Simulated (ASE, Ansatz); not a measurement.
## Relaxing h-AlN/h-BN heterobilayer (142 atoms)

Wanted: the relaxed structure of h-AlN/h-BN heterobilayer (142 atoms) and its electronic structure.

Main program and level: Ansatz 0.2.0; Kohn-Sham DFT, RPBE+D4, PAW (set soft_2), plane waves.

## (1) The structure

The cell holds 142 atoms: 28 Al, 71 N and 43 B. Cell: a = 16.491 Å, b = 16.491 Å, c = 17.300 Å, α = 90.0°, β = 90.0°, γ = 120.0°. It derives from AlN and BN. 28 cells of h-AlN (a = 3.13 Å, strained -0.43 %) and 43 cells of h-BN (a = 2.504 Å, +0.43 %) on one hexagonal cell, twist 26.70 deg; facing planes 3.3 Å apart; 14 Å of vacuum; displaced by a Gaussian of 0.01 Å. Regions: layer 1, 56 atoms (28 Al and 28 N); layer 2, 86 atoms (43 B and 43 N). Vacuum lies along c.

Before any run, some limits are plain. Sampling is at Γ alone, for a cell whose shortest periodic width is 14 Å.

## (2) Relaxation

The atoms are relaxed in the fixed cell, aiming at the force tolerance of the input.

input.yaml

```yaml
crystal:
  lattice:
    - [16.4911, 0.0, 0.0]
    - [-8.24555, 14.28171, 0.0]
    - [0.0, 0.0, 17.3]
  atoms:
    - { symbol: Al, position: [0.09506, 0.61896, 0.4052] }
    - { symbol: "N", position: [0.1187, 0.52278, 0.40493] }
    - { symbol: Al, position: [0.16602, 0.83328, 0.40448] }
    - { symbol: "N", position: [0.19045, 0.73757, 0.40387] }
    [... 132 atom lines left out ...]
    - { symbol: B, position: [0.10648, 0.51622, 0.59467] }
    - { symbol: "N", position: [0.06651, 0.4143, 0.5951] }
    - { symbol: B, position: [0.24554, 0.67989, 0.59612] }
    - { symbol: "N", position: [0.20802, 0.57842, 0.59572] }
    - { symbol: B, position: [0.26932, 0.54017, 0.59464] }
    - { symbol: "N", position: [0.23076, 0.43907, 0.59658] }
kpoints:
  mp_grid: { grid: [1, 1, 1] }
hamiltonian:
  xc: rpbe
  dispersion: d4
scf:
  occupations: { method: fermi_dirac, width: 0.05 }
output:
  forces: true
relax:
  f_tol: 0.05
  max_steps: 51
```

On the command line:

```console
$ ansatz run input.yaml --threads 4 --pin off --max-ram 8192MiB --backend cpu --events-out ev --progress --plain --runs-dir out
```

Wall time 6.4 min (4 threads of AMD EPYC 7R43, shared host); peak memory 4.9 GiB; 24 min of CPU time.

The steps of the relaxation:

```
step  energy less that of the first step (eV)  largest force component (eV/Å)
   1                                   0.0000                          1.7619
   2                                  -0.6518                          0.9171
   3                                  -0.9308                          0.6619
   4                                  -0.9900                          0.1026
   5                                  -1.0265                          0.0170
   6                                  -1.0320                          0.0783
   7                                  -1.0333                          0.0601
   8                                  -1.0340                          0.0171
```

The atoms that moved most (Å):

```csv
atom,dx,dy,dz,length
N4,0.003,0.004,0.136,0.136
N48,0.000,-0.020,0.134,0.136
N62,-0.002,0.020,-0.121,0.123
Al7,0.017,-0.011,0.121,0.123
Al25,0.011,0.006,0.122,0.122
Al23,-0.001,-0.001,0.121,0.121
Al3,0.016,-0.002,0.120,0.121
N54,0.010,-0.020,0.118,0.120
```

The relaxation changed the energy by -7.28 meV/atom, and atoms moved by 0.077 Å r.m.s., 0.14 Å at most.

## (3) Structure statistics after relaxation

Normalised to the volume that the atoms fill. Pair distribution functions g(r), in bins of 0.2 Å:

```csv
r (Å),total,N-N,N-B,N-Al,B-B,B-Al,Al-Al
1.40,2.91,0.00,9.60,0.00,0.00,0.00,0.00
1.60,0.00,0.00,0.00,0.00,0.00,0.00,0.00
1.80,1.28,0.00,0.00,6.50,0.00,0.00,0.00
2.00,0.00,0.00,0.00,0.00,0.00,0.00,0.00
2.20,0.00,0.00,0.00,0.00,0.00,0.00,0.00
2.40,0.00,0.00,0.00,0.00,0.00,0.00,0.00
2.60,1.98,3.96,0.00,0.00,10.80,0.00,0.00
2.80,0.18,0.00,0.60,0.00,0.00,0.00,0.00
3.00,0.58,0.00,1.85,0.08,0.00,0.00,0.00
3.20,1.11,1.93,0.25,0.29,0.00,0.63,10.80
3.40,0.36,0.41,0.27,0.39,0.00,0.82,0.00
3.60,0.68,0.38,0.30,2.10,0.00,0.70,0.00
3.80,1.21,0.34,3.12,0.50,0.00,0.68,0.00
4.00,0.31,0.29,0.26,0.37,0.00,0.69,0.00
4.20,0.30,0.29,0.25,0.40,0.00,0.62,0.00
4.40,0.95,1.59,0.26,0.37,3.60,0.55,0.00
4.60,0.26,0.24,0.22,0.34,0.00,0.58,0.00
4.80,0.62,0.31,0.20,2.13,0.00,0.57,0.00
5.00,0.75,1.26,0.22,0.33,2.72,0.51,0.00
5.20,0.70,0.23,1.71,0.31,0.00,0.57,0.00
5.40,0.52,0.84,0.20,0.29,0.00,0.43,3.65
5.60,0.22,0.20,0.18,0.29,0.00,0.47,0.00
5.80,0.40,0.22,0.79,0.27,0.00,0.45,0.00
6.00,0.21,0.20,0.18,0.27,0.00,0.42,0.00
6.20,0.42,0.62,0.16,0.26,0.00,0.47,2.73
6.40,0.71,0.21,1.22,1.24,0.00,0.37,0.00
6.60,0.75,1.30,0.14,0.21,3.10,0.47,0.00
6.80,0.19,0.20,0.17,0.27,0.00,0.31,0.00
```

Bonds by pair of elements; cutoffs follow the first minimum of g(r), held within bounds set by covalent radii, and pairs that aren't listed don't count as bonded:

| pair A-B | cutoff (Å) | bonds | mean length (Å) | spread (Å) | shortest (Å) | B about A | A about B |
| --- | --- | --- | --- | --- | --- | --- | --- |
| N-B | 1.88 | 129 | 1.45 | 0.001 | 1.45 | 1.82 | 3 |
| N-Al | 2.25 | 84 | 1.80 | 0.001 | 1.80 | 1.18 | 3 |

How many atoms have how many bonded neighbours:

```
element  mean   3
     Al     3  28
      B     3  43
      N     3  71
```

Bond angles (no mean is given where the spread exceeds 20°):

```
  angle  count  mean (°)  spread (°)
  N-B-N    129       120         0.2
  B-N-B    129       120         0.3
 N-Al-N     84       120         0.1
Al-N-Al     84       120         0.1
```

By these cutoffs all Al atoms have 3, all B atoms have 3 and all N atoms have 3 bonded neighbours. The N-B-N angle averages 120° with a spread of 0.2°.

## (4) Single point at the relaxed geometry

One more single point at the end of the walk gives the fuller output and checks the residual forces.

input.yaml

```yaml
crystal:
  lattice:
    - [16.4911, 0.0, 0.0]
    - [-8.24555, 14.28171, 0.0]
    - [0.0, 0.0, 17.3]
  atoms:
    - { symbol: Al, position: [0.09536, 0.61865, 0.40978] }
    - { symbol: "N", position: [0.11928, 0.52351, 0.40976] }
    - { symbol: Al, position: [0.16696, 0.83317, 0.4114] }
    - { symbol: "N", position: [0.19076, 0.73783, 0.41173] }
    [... 132 atom lines left out ...]
    - { symbol: B, position: [0.10669, 0.51653, 0.58988] }
    - { symbol: "N", position: [0.06759, 0.41558, 0.59017] }
    - { symbol: B, position: [0.246, 0.67922, 0.59266] }
    - { symbol: "N", position: [0.20759, 0.57846, 0.59127] }
    - { symbol: B, position: [0.26945, 0.53953, 0.59252] }
    - { symbol: "N", position: [0.23033, 0.43878, 0.59453] }
kpoints:
  mp_grid: { grid: [1, 1, 1] }
hamiltonian:
  xc: rpbe
  dispersion: d4
scf:
  occupations: { method: fermi_dirac, width: 0.05 }
output:
  forces: true
  populations: true
  dos:
    method: { smearing: { sigma: 0.08 } }
    de: 0.1
    projected:
      site_lists:
        Al: [Al]
        B: [B]
        "N": ["N"]
        layer_1: [0, 1, 2, 3, 4, 5, 6, 7, 8, 9, 10, 11, 12, 13, 14, 15, 16, 17, 18, 19, 20, 21, 22, 23, 24, 25, 26, 27, 28, 29, 30, 31, 32, 33, 34, 35, 36, 37, 38, 39, 40, 41, 42, 43, 44, 45, 46, 47, 48, 49, 50, 51, 52, 53, 54, 55]
  eigenvalues: true
  write_density: true
  write_potential: true
  volumetric_format: npy
  elf: true
```

The job ended after 2 min (4 threads; peak memory 5 GiB).

The program notes that the exchange-correlation potential is rough where the density is thin.

The run gave:

```
free energy                                      : -49460.5211 eV
free energy per atom                             : -348.3135 eV/atom
SCF cycles                                       : 9
r.m.s. force component                           : 0.00383 eV/Å
longest force                                    : 0.0192 eV/Å
Fermi energy                                     : 0.3603 eV
gap (highest filled to lowest empty level) : 3.218 eV
spilling of the projection                       : 0.008629
```

Löwdin charges by element (they lack the spilled electrons, 0.035 e an atom on average):

| element | coordination | atoms | mean charge (e) | spread | least | most |
| --- | --- | --- | --- | --- | --- | --- |
| Al | all | 28 | 1.17 | 7.0e-4 | 1.17 | 1.17 |
| B | all | 43 | 0.413 | 0.0047 | 0.402 | 0.421 |
| N | all | 71 | -0.643 | 0.369 | -1.10 | -0.343 |

By region:

```
 region  atoms  mean length of the force (eV/Å)
layer 1     56                            0.007
layer 2     86                            0.005
```

States in the cell by windows of 1 eV, zero at the Fermi level; the larger projections on atomic orbitals stand beside the total:

```
from (eV)  to (eV)  total   N p  layer 1   B p  Al p
      -10       -9   12.3   7.8      0.0   2.4   0.0
       -9       -8   28.9  18.7      0.0   5.1   0.0
       -8       -7   35.1  21.6      0.7   9.8   0.4
       -7       -6   66.0  43.2     14.6  16.4   1.8
       -6       -5   57.3  39.5     27.6   7.8   2.8
       -5       -4   48.4  36.0     12.7   8.7   2.4
       -4       -3   69.1  54.0     52.0   2.8   9.0
       -3       -2   54.6  47.1     41.9   0.7   5.7
       -2       -1   18.0  16.8     16.6   0.1   0.5
       -1        1    0.0   0.0      0.0   0.0   0.0
        1        2    2.5   0.0      1.3   0.5   0.1
        2        3   37.5   3.4      8.5  19.5   3.7
        3        4   49.5   7.2     13.6  16.3   7.5
        4        5   90.6  10.4     44.4  11.9  30.8
```

The curve was stored every 0.10 eV, coarse against its broadening of 0.08 eV, so these counts are rough.

Between -21 and -10 eV lie 178 more states.

The levels nearest the highest filled one (over half full), pooled over k-points and spins:

| level less the highest filled one (eV) | occupation |
| --- | --- |
| -0.0653 | 2 |
| -0.0485 | 2 |
| -0.048 | 2 |
| -0.015 | 2 |
| -0.0146 | 2 |
| 0 | 2 |
| 3.22 | 0 |
| 3.78 | 0 |
| 3.78 | 0 |
| 3.78 | 0 |
| 3.78 | 0 |
| 3.78 | 0 |

Planar average of the electrostatic potential energy along the normal, with the Fermi level as zero, after a running mean with a triangular window 4 Å wide at its base:

```csv
height (Å),potential energy (eV)
0.0,3.46
0.4,3.48
1.0,3.50
1.4,3.51
2.0,3.53
2.5,3.55
2.9,3.56
3.5,3.57
3.9,3.53
4.5,3.27
4.9,2.60
5.3,1.32
5.9,-1.04
6.3,-2.84
6.9,-4.46
7.4,-4.45
7.8,-3.63
8.4,-3.19
8.8,-3.90
9.4,-5.82
9.8,-7.65
10.2,-8.56
10.8,-6.74
11.2,-4.20
11.8,-0.66
12.3,1.58
12.7,2.83
13.3,3.25
13.7,3.32
14.3,3.35
14.7,3.37
15.1,3.38
15.7,3.40
16.1,3.42
16.7,3.44
17.2,3.46
```

Mean Löwdin charges: Al +1.17, B +0.41, N -0.64 e (they miss 0.86 % of the electrons, so they add up to more than the cell's charge). The largest share in the top eV of filled states is N p (89 % of the projected weight), and in the lowest eV of empty states B p (74 % of the projected weight). The potential slopes across the vacuum by 0.036 eV/Å: the slab bears a dipole, and with periodic images along the normal there is no flat vacuum level to read.

## (5) Outcome

| Item | Value |
| --- | --- |
| energy change in the relaxation | -7.282 meV/atom |
| r.m.s. displacement | 0.077 Å |
| largest displacement | 0.136 Å |
| free energy per atom | -348.3135 eV/atom |
| r.m.s. force component | 0.00383 eV/Å |
| gap (highest filled to lowest empty level) | 3.218 eV |
| wall time of the 2 DFT runs | 8.4 min |

Relaxation lowers the energy by 7.28 meV/atom and moves atoms by 0.077 Å r.m.s. By the final cutoffs no bond was broken or made. First to last step the energy falls by 1.034 eV; the largest move, 0.14 Å, is that of N4, with 1 other atom within 2 % of it. With the cutoffs above, all Al atoms have 3, all B atoms have 3 and all N atoms have 3 bonded neighbours. The highest filled and lowest empty levels differ by 3.22 eV at Γ alone; the mesh holds the band edges only if they fold onto it, so the gap at this level can be narrower or closed, while semilocal functionals tend to narrow gaps against experiment.

**Limits.** The slab bears a dipole and has periodic images along its normal, so a spurious field crosses the vacuum.

[Logs are printed without paths, hosts, clocks, repeated set-up lines and the standing remarks that a program may print on its own settings, such as how far it seeks lower states.]

[Hosts, paths, dates, database ids (printed as entryN), source tags and the programs' standing remarks are cut or masked in the printed files.]
